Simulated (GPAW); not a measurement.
## SrCl2 (Fm-3m): ε∞ against volume

The cell of SrCl2 (Fm-3m) is scaled evenly and the response computed anew at each volume, on one mesh. The atoms keep their fractional positions.

The structure is cubic, space group Fm-3m (No. 225). Conventional cell: a = 6.977 Å, b = 6.977 Å, c = 6.977 Å, α = 90.00°, β = 90.00°, γ = 90.00°. Around Sr on site a lie 8 Cl at 3.02 Å. Cl on site c is surrounded by 4 Sr at 3.02 Å.

Method: GPAW 26.7.0, PBE, RPA, k-mesh 8×8×8, local fields up to 50 eV, Lorentzian half width 0.15 eV.

Launch of the response step: `OMP_NUM_THREADS=1 python df.py`. The series took 21.6 min in all, its band step included, on 1 thread of Arm Neoverse N1, with other jobs on the host.

| V/V₀ | V (Å³, primitive cell) | ε∞ |
| --- | --- | --- |
| 0.94 | 79.80 | ? |
| 0.96 | 81.50 | 2.7768 |
| 0.98 | 83.20 | 2.7481 |
| 1.00 | 84.90 | 2.7199 |
| 1.02 | 86.59 | 2.6936 |
| 1.04 | 88.29 | 2.6689 |
| 1.06 | 89.99 | 2.6450 |

For small changes the quantity should be close to linear in ln V.

Working, on the rows shown:

| x = ln(V/V₀) | y = ε∞ |
| --- | --- |
| -0.040822 | 2.7768 |
| -0.0202027 | 2.7481 |
| 0 | 2.7199 |
| 0.0198026 | 2.6936 |
| 0.0392207 | 2.6689 |
| 0.0582689 | 2.645 |

Means: x̄ = 0.0093779, ȳ = 2.7087. Σ(x − x̄)(y − ȳ) = -0.009149, Σ(x − x̄)² = 0.006873. Slope = -0.009149 / 0.006873 = -1.331; intercept = ȳ − slope · x̄ = 2.7212. The line misses the rows shown by at most 0.0014.

Question: What does the fit predict for the withheld row, and how well does it do?

Answer: At x = -0.061875 the line gives y = 2.8036. The run gave 2.8076, so the extrapolation is off by 0.004, 2 % of the range in the table.

Between the rows on either side of x = 0 the slope is (2.6936 − 2.7481) / (0.019803 − (-0.020203)) = -1.362. So d ln ε∞/d ln V = -0.50 at V₀: ε∞ rises under slight compression. Fixed polarisabilities with Lorentz local fields (Clausius-Mossotti) would give −(ε − 1)(ε + 2)/3ε = -0.99, so the polarisability itself falls as the cell is compressed. Excitons are left out; PBE gaps are as a rule too small. The values come from a sum over the points of one k-mesh and carry its error, which grows as the direct gap shrinks. Spin-orbit coupling is left out.
